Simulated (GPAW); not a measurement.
The O K edge of atom 2 in ScHO2 (R-3m), with 1 H at 1.22 Å and 3 Sc at 2.14 Å (distorted tetrahedral, site symmetry 3m), was computed in 2 ways: full core hole (charged cell) and no core hole. Program and functional: GPAW, LDA, Gaussian full width 0.9 eV up to 4 eV, rising linearly to 3.5 eV at 25 eV; cells of 4 and 16 atoms (the run without a hole in the smaller).

Each run is counted from its own lowest empty level or Fermi level and scaled to a mean of 1 over its first 20 eV.

| E (eV) | run 1 | run 2 |
| --- | --- | --- |
| -2.0 | 0.00 | 0.00 |
| -1.5 | 0.00 | 0.00 |
| -1.0 | 0.00 | 0.00 |
| -0.5 | 0.08 | 0.04 |
| 0.0 | 0.55 | 0.29 |
| 0.5 | 1.15 | 0.77 |
| 1.0 | 1.35 | 1.17 |
| 1.5 | 1.00 | 1.38 |
| 2.0 | 0.51 | 0.74 |
| 2.5 | 0.88 | 0.32 |
| 3.0 | 2.09 | 0.78 |
| 3.5 | 1.77 | 2.01 |
| 4.0 | 0.62 | 1.83 |
| 4.5 | 0.50 | 0.75 |
| 5.0 | 0.89 | 0.70 |
| 5.5 | 1.28 | 0.96 |
| 6.0 | 1.35 | 1.09 |
| 6.5 | 1.21 | 1.02 |
| 7.0 | 1.21 | 0.93 |
| 7.5 | 1.30 | 0.94 |
| 8.0 | 1.51 | 0.89 |
| 8.5 | 1.85 | 0.84 |
| 9.0 | 1.99 | 0.94 |
| 9.5 | 1.77 | 1.17 |
| 10.0 | 1.46 | 1.42 |
| 10.5 | 1.26 | 1.68 |
| 11.0 | 1.15 | 1.88 |
| 11.5 | 1.07 | 1.94 |
| 12.0 | 0.98 | 1.83 |
| 12.5 | 0.85 | 1.55 |
| 13.0 | 0.71 | 1.21 |
| 13.5 | 0.63 | 0.94 |
| 14.0 | 0.63 | 0.82 |
| 14.5 | 0.67 | 0.80 |
| 15.0 | 0.72 | 0.82 |
| 15.5 | 0.73 | 0.83 |
| 16.0 | 0.70 | 0.81 |
| 16.5 | 0.62 | 0.73 |
| 17.0 | 0.52 | 0.62 |
| 17.5 | 0.45 | 0.52 |
| 18.0 | 0.42 | 0.45 |
| 18.5 | 0.44 | 0.43 |
| 19.0 | 0.49 | 0.45 |
| 19.5 | 0.54 | 0.49 |
| 20.0 | 0.59 | 0.53 |
| 20.5 | 0.62 | 0.55 |
| 21.0 | 0.63 | 0.56 |
| 21.5 | 0.63 | 0.55 |
| 22.0 | 0.62 | 0.54 |
| 22.5 | 0.63 | 0.52 |
| 23.0 | 0.64 | 0.51 |
| 23.5 | 0.65 | 0.51 |
| 24.0 | 0.67 | 0.51 |
| 24.5 | 0.69 | 0.52 |
| 25.0 | 0.71 | 0.53 |
| 25.5 | 0.75 | 0.56 |
| 26.0 | 0.80 | 0.60 |
| 26.5 | 0.86 | 0.66 |
| 27.0 | 0.92 | 0.72 |
| 27.5 | 0.98 | 0.78 |
| 28.0 | 1.02 | 0.83 |
| 28.5 | 1.04 | 0.87 |
| 29.0 | 1.04 | 0.89 |
| 29.5 | 1.01 | 0.90 |
| 30.0 | 0.97 | 0.88 |
| 30.5 | 0.92 | 0.85 |
| 31.0 | 0.87 | 0.82 |
| 31.5 | 0.83 | 0.78 |
| 32.0 | 0.80 | 0.75 |

Question: Which run is which?

Run 1: full core hole (charged cell) (area from −2 to 6 eV 6.7, main maxima 1.0 eV (1.35), 3.2 eV (2.25), 5.8 eV (1.37) and 8.9 eV (2.00)). Run 2: no core hole (area from −2 to 6 eV 6.1, main maxima 1.4 eV (1.39), 3.7 eV (2.23), 6.1 eV (1.10) and 11.4 eV (1.94)). With each curve scaled to its own mean, the area from −2 to 6 eV with the hole is 6.7 against 6.1, and the centre of weight from −1 to 20 eV moves by -0.7 eV (first and strongest maxima below 20 eV: 1.4 eV (1.39), 3.7 eV (2.23) and 11.4 eV (1.94) without the hole, 1.0 eV (1.35), 3.2 eV (2.25), 5.8 eV (1.37) and 8.9 eV (2.00) with it); the shape changes all the same, by 46 % r.m.s.

[Hosts, paths, dates, database ids (printed as entryN), source tags and the programs' standing remarks are cut or masked in the printed files.]

[Lists of maxima count a maximum above −3 eV only where it reaches 4 % of the highest in the window and stands out from its surroundings by 2 % of it (1.5 % where it reaches 55 %); shoulders and weaker maxima are passed over, and of the rest the first, up to two pre-edge ones and the few strongest are named.]
